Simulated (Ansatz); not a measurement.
# Band gap of CaTiN2 (Pmmn) from density functionals to GW, part 2 of 2

Wanted: a ladder of band gaps for CaTiN2 (Pmmn), from density functionals to G0W0.

Ansatz 0.2.0; density functionals, hybrids and G0W0, plane waves, PAW. Known limits of the many-body steps: finite bands, screening cutoff and k mesh; no spin-orbit coupling in G0W0.

So far. Step 5 (PBE0 on the 4×4×2 mesh): Over mesh and listed points the gap is 2.532 eV, direct, at k = Γ. PBE0 against HSE06: 2.532 − 1.831 = +0.701 eV, with the same mesh, files and cutoff, and both edges at the same k points. Step 6 (G0W0@r2SCAN, 4×4×2 mesh, 688 empty bands, screening to …): Over 9 of 18 irreducible mesh points the G0W0 gap is 1.901 eV, direct, at k = Γ. The r2SCAN gap of this run on the mesh is 1.070 eV.

In doubt: masses and optical values from hybrid runs of this build are listed as unsure (steps 7, 8), which bears on the screening that GW takes from such a start.

### 7. G0W0@HSE06, 4×4×2 mesh, 320 empty bands, screening to 120 eV

This step: G0W0 on HSE06, plane waves, PAW.

Input file input.yaml:

```yaml
crystal:
  lattice:
    - [3.6131, 0.0, 0.0]
    - [0.0, 3.9365, 0.0]
    - [0.0, 0.0, 7.5421]
  atoms:
    - { symbol: Ca, position: [0.0, 0.5, 0.8496394539] }
    - { symbol: Ca, position: [0.5, 0.0, 0.1503605461] }
    - { symbol: Ti, position: [0.0, 0.5, 0.407547735] }
    - { symbol: Ti, position: [0.5, 0.0, 0.592452265] }
    - { symbol: "N", position: [0.5, 0.5, 0.5283250645] }
    - { symbol: "N", position: [0.0, 0.0, 0.4716749355] }
    - { symbol: "N", position: [0.0, 0.5, 0.1641950872] }
    - { symbol: "N", position: [0.5, 0.0, 0.8358049128] }
kpoints:
  mp_grid: { grid: [4, 4, 2] }
hamiltonian:
  xc: hse06
scf:
  occupations: { method: fixed }
gw:
  n_empty_bands: 320
  ecut_chi: 120
  qp_bands: [v2, c2]
  qp_kpoints: band_edges
  screening: { model: contour_deformation }
```

The run is started by

```sh
> ansatz run input.yaml --threads 3 --pin off --max-ram 64512MiB --backend cuda --events-out ev --progress --plain --runs-dir out --devices 1 --max-vram 24GiB  # rebuilt from the run's record
```

Numbers of over 12 decimals in the logs are rounded to 6 here.

The log of the run:

```text
GPUs: using 1 of 1 available (devices: 1).
[...]
GPU FFT provider: cuFFT
GPU libraries: cuBLAS 13.8.2, cuFFT 12.4.0, cuSOLVER 12.3.4
Crystal: 8 atoms, lattice volume = 107.271 Å³
Basis set: ecut = 420 eV, 2097 PW (Γ)
Bands: 40, of which v1, the nominal top of the filled ones, is band 32 counted from 1 (31 counted from 0)
Symmetry: 8 space group operations
[...]
k-points: 18 of 32
[...]
1    33     11.2561   -11.6996    -5.7170   -17.8605  0.7683    11.7034    11.7000  root
     1    34     13.3122   -10.0056    -5.0542   -15.5924  0.7759    13.8502    13.8448  root
[...]
17    31      8.4396   -18.9417     2.5223   -16.5016  0.7635     8.5216     8.5217  root
    17    32      8.4396   -18.9417     2.5223   -16.5016  0.7635     8.5216     8.5217  root
    17    33     12.9071   -11.4726    -5.1923   -17.0666  0.7678    13.3117    13.3087  root
    17    34     12.9071   -11.4726    -5.1923   -17.0666  0.7678    13.3117    13.3087  root
[key lines of the parts left out:]
Free energy (F): -10180.616655 eV
Fermi energy:    9.421185 eV
```

Wall time 35 s (1 × NVIDIA H100 80GB HBM3 (shared by 3 runs) with 3 threads of AMD EPYC 7R13 (Zen 3), shared host); peak memory 1.9 GiB; 52 s of CPU time.

This step gave:

| Property | Result |
| --- | --- |
| bands summed | 352 |
| RPA ε∞ on this mesh (eigenvalues) | 5.605, 6.379, 6.410 |
| plane waves in the screening matrix | 325 |
| G0W0 gap over the corrected points | 2.114 eV |
| k of the valence top | 0, 0, 0 |
| k of the conduction bottom | 0, 0, 0 |
| starting gap on the mesh | 1.831 eV |
| Z at the valence top | 0.7665 |
| Z at the conduction bottom | 0.7684 |
| least direct G0W0 gap over the corrected points | 2.114 eV |

Over 9 of 18 irreducible mesh points the G0W0 gap is 2.114 eV, direct, at k = Γ. The HSE06 gap of this run on the mesh is 1.831 eV. Other states bound it: the two that bound the G0W0 gap lie 2.008 eV apart in HSE06, so state for state the correction is 2.114 − 2.008 = +0.106 eV, while gap against gap it is 2.114 − 1.831 = +0.283 eV. G0W0@HSE06 against G0W0@r2SCAN with 352 bands (a further run, in the table below): 2.114 − 1.789 = +0.325 eV. The runs also differ in plane-wave cutoff (500 eV and 420 eV), so how much of this comes from the start alone is not known.

### 8. G0W0@PBE0, 4×4×2 mesh, 320 empty bands, screening to 120 eV

This step: G0W0 on PBE0, plane waves, PAW.

Edit input.yaml of step 7 so:

```diff
@@ -17,3 +17,3 @@
 hamiltonian:
-  xc: hse06
+  xc: pbe0
 scf:
```

The log of the run:

```text
GPUs: using 1 of 1 available (devices: 1).
[...]
GPU FFT provider: cuFFT
GPU libraries: cuBLAS 13.8.2, cuFFT 12.4.0, cuSOLVER 12.3.4
Crystal: 8 atoms, lattice volume = 107.271 Å³
Basis set: ecut = 420 eV, 2097 PW (Γ)
Bands: 40, of which v1, the nominal top of the filled ones, is band 32 counted from 1 (31 counted from 0)
Symmetry: 8 space group operations
[...]
k-points: 18 of 32
[...]
1    33     11.6008   -11.6751    -5.5839   -17.4882  0.7846    11.8306    11.8300  root
     1    34     13.6816    -9.9705    -4.9146   -15.1910  0.7931    13.9886    13.9874  root
[...]
17    31      8.0607   -18.9755     2.4149   -16.9115  0.7814     8.4102     8.4116  root
    17    32      8.0607   -18.9755     2.4149   -16.9115  0.7814     8.4102     8.4116  root
    17    33     13.2730   -11.4510    -5.0474   -16.6670  0.7851    13.4419    13.4416  root
    17    34     13.2730   -11.4510    -5.0474   -16.6670  0.7851    13.4419    13.4416  root
[key lines of the parts left out:]
Free energy (F): -10181.822880 eV
Fermi energy:    9.063539 eV
```

It took 27 s on 1 × NVIDIA H100 80GB HBM3 (shared by 3 runs) with 3 threads; peak memory 1.9 GiB.

Numbers from this step:

* bands summed: 352
* RPA ε∞ on this mesh (eigenvalues): 5.134, 5.467, 5.602
* plane waves in the screening matrix: 325
* G0W0 gap over the corrected points: 2.336 eV
* k of the valence top: 0, 0, 0
* k of the conduction bottom: 0, 0, 0
* starting gap on the mesh: 2.532 eV
* Z at the valence top: 0.7828
* Z at the conduction bottom: 0.7848
* least direct G0W0 gap over the corrected points: 2.336 eV

Over 9 of 18 irreducible mesh points the G0W0 gap is 2.336 eV, direct, at k = Γ. The PBE0 gap of this run on the mesh is 2.532 eV. Other states bound it: the two that bound the G0W0 gap lie 2.704 eV apart in PBE0, so state for state the correction is 2.336 − 2.704 = −0.368 eV, while gap against gap it is 2.336 − 2.532 = −0.196 eV. G0W0@PBE0 against G0W0@HSE06 with 352 bands: 2.336 − 2.114 = +0.222 eV, with the same mesh, files and cutoffs, and both edges at the same k points. The program's warnings for this run: coarse exchange mesh.

### 9. The ladder

Each gap is the least one over the points named; times are wall times on shared hosts, not benchmarks. A G0W0 time includes the run's own self-consistent start. Runs with listed points see these and the mesh alone, so an edge that moves elsewhere is missed. Rows marked * are further runs, not shown as steps, whose inputs differ from the G0W0 step on the same start in the columns given; solver thresholds can differ too.

```
       level   mesh       files, cutoff  bands summed, screening                           points  gap (eV)  valence top  conduction bottom  least direct gap (eV)   time
         LDA  6×6×4  soft_2 PAW, 420 eV                        -           mesh and listed points     0.641            Γ                  Γ                  0.641    2 s
      r2SCAN  6×6×4  soft_2 PAW, 500 eV                        -                    mesh and path     1.075            Γ                  Γ                  1.075    3 s
       HSE06  4×4×2  soft_2 PAW, 420 eV                        -           mesh and listed points     1.831            Γ                  Γ                  1.831  9.8 s
        PBE0  4×4×2  soft_2 PAW, 420 eV                        -           mesh and listed points     2.532            Γ                  Γ                  2.532  9.6 s
G0W0@r2SCAN*  4×4×2  soft_2 PAW, 500 eV               145, 60 eV  9 of 18 irreducible mesh points     1.734            Γ                  Γ                  1.734  6.2 s
G0W0@r2SCAN*  4×4×2  soft_2 PAW, 500 eV              352, 120 eV  9 of 18 irreducible mesh points     1.789            Γ                  Γ                  1.789   16 s
 G0W0@r2SCAN  4×4×2  soft_2 PAW, 500 eV              720, 200 eV  9 of 18 irreducible mesh points     1.901            Γ                  Γ                  1.901   21 s
  G0W0@HSE06  4×4×2  soft_2 PAW, 420 eV              352, 120 eV  9 of 18 irreducible mesh points     2.114            Γ                  Γ                  2.114   35 s
   G0W0@PBE0  4×4×2  soft_2 PAW, 420 eV              352, 120 eV  9 of 18 irreducible mesh points     2.336            Γ                  Γ                  2.336   27 s
```

### 10. What came out

- LDA, over mesh and listed points: 0.641 eV
- r2SCAN, over mesh and path: 1.075 eV
- HSE06, over mesh and listed points: 1.831 eV
- PBE0, over mesh and listed points: 2.532 eV
- G0W0@r2SCAN (720 bands, 4×4×2), over 9 of 18 irreducible mesh points: 1.901 eV
- G0W0@HSE06, over 9 of 18 irreducible mesh points: 2.114 eV
- G0W0@PBE0, over 9 of 18 irreducible mesh points: 2.336 eV
- known limits: finite bands, screening cutoff and k mesh; no spin-orbit coupling in G0W0

What this shows: The rows run from 0.641 eV (LDA) to 2.532 eV (PBE0). They differ in mesh, plane-wave cutoff, bands and screening cutoff of G0W0 and the points over which the gap was sought as well as in level, so only pairs that share these are like for like. PBE0 against HSE06: 2.532 − 1.831 = +0.701 eV, with the same mesh, files and cutoff, and both edges at the same k points. G0W0@PBE0 against G0W0@HSE06 with 352 bands: 2.336 − 2.114 = +0.222 eV, with the same mesh, files and cutoffs, and both edges at the same k points. G0W0@r2SCAN (720 bands, 4×4×2) moves the gap of its own start on the mesh by 1.901 − 1.070 = +0.831 eV, with other states at the edges (they lie 1.189 eV apart at the start). Both edges that r2SCAN shows over mesh and path lie at k points where levels were corrected. Levels at other points were not corrected, so a lower G0W0 gap elsewhere in the zone is not ruled out. G0W0@HSE06 moves the gap of its own start on the mesh by 2.114 − 1.831 = +0.283 eV, with other states at the edges (they lie 2.008 eV apart at the start). Both edges that HSE06 shows over mesh and listed points lie at k points where levels were corrected. Levels at other points were not corrected, so a lower G0W0 gap elsewhere in the zone is not ruled out. G0W0@PBE0 moves the gap of its own start on the mesh by 2.336 − 2.532 = −0.196 eV, with other states at the edges (they lie 2.704 eV apart at the start). Both edges that PBE0 shows over mesh and listed points lie at k points where levels were corrected. Levels at other points were not corrected, so a lower G0W0 gap elsewhere in the zone is not ruled out. For G0W0@r2SCAN: from 145 bands and 60 eV to 720 bands and 200 eV the gap moves by 1.901 − 1.734 = +0.167 eV (rung by rung 1.734, 1.789, 1.901 eV); bands and screening cutoff rise together, so their parts are not told apart. A line in one over the bands through the two highest rungs gives 1.901 + (1.901 − 1.789) × 352 / (720 − 352) = 2.008 eV, and through the pair below 1.789 + (1.789 − 1.734) × 145 / (352 − 145) = 1.828 eV. Carried level by level, other states would bound the gap (1.988 eV), so the limit is not known. The other G0W0 rows are shown at one basis each (352 bands), so their distance from the limit is not known here. For G0W0@PBE0: the program's warnings for this run: coarse exchange mesh. The G0W0 runs are scalar-relativistic. No pair of G0W0 runs that differ in the mesh alone is shown (4×4×2 is a supercell whose nearest images lie 14 Å apart), so the error from the mesh is not known here. G0W0@r2SCAN runs of this series with other atomic data on the same mesh, not shown as steps, give 1.789 eV (hard PAW, 870 eV, 352 bands, screening to 120 eV; the table's row with the same empty bands and screening cutoff has 1.789 eV); where bands and cutoffs differ too, the part of the files is not isolated.

[Paths, hosts, dates, memory and timing lines, banners, echoed tables and standing remarks are left out of the program output.]

[Logs are printed without paths, hosts, clocks, repeated set-up lines and the standing remarks that a program may print on its own settings, such as how far it seeks lower states.]

[Runs of the session that timed out or met a known fault of the program may be left out.]

[Cells called generated may have been cut or substituted from an entry of the Crystallography Open Database or the Materials Project.]

[Hosts, paths, dates, database ids (printed as entryN), source tags and the programs' standing remarks are cut or masked in the printed files.]

[Where an RPA ε∞ is given, it is that of the G0W0 mesh and is not shown converged in it. Names of k-points follow the symmetry that the program found, which can be lower than the space group named. Band edges on a path are those of the sampled points; other points can move an edge, and change direct to indirect where valleys lie close.]

[Hybrid gaps are those of their k-mesh and are not shown converged in it.]
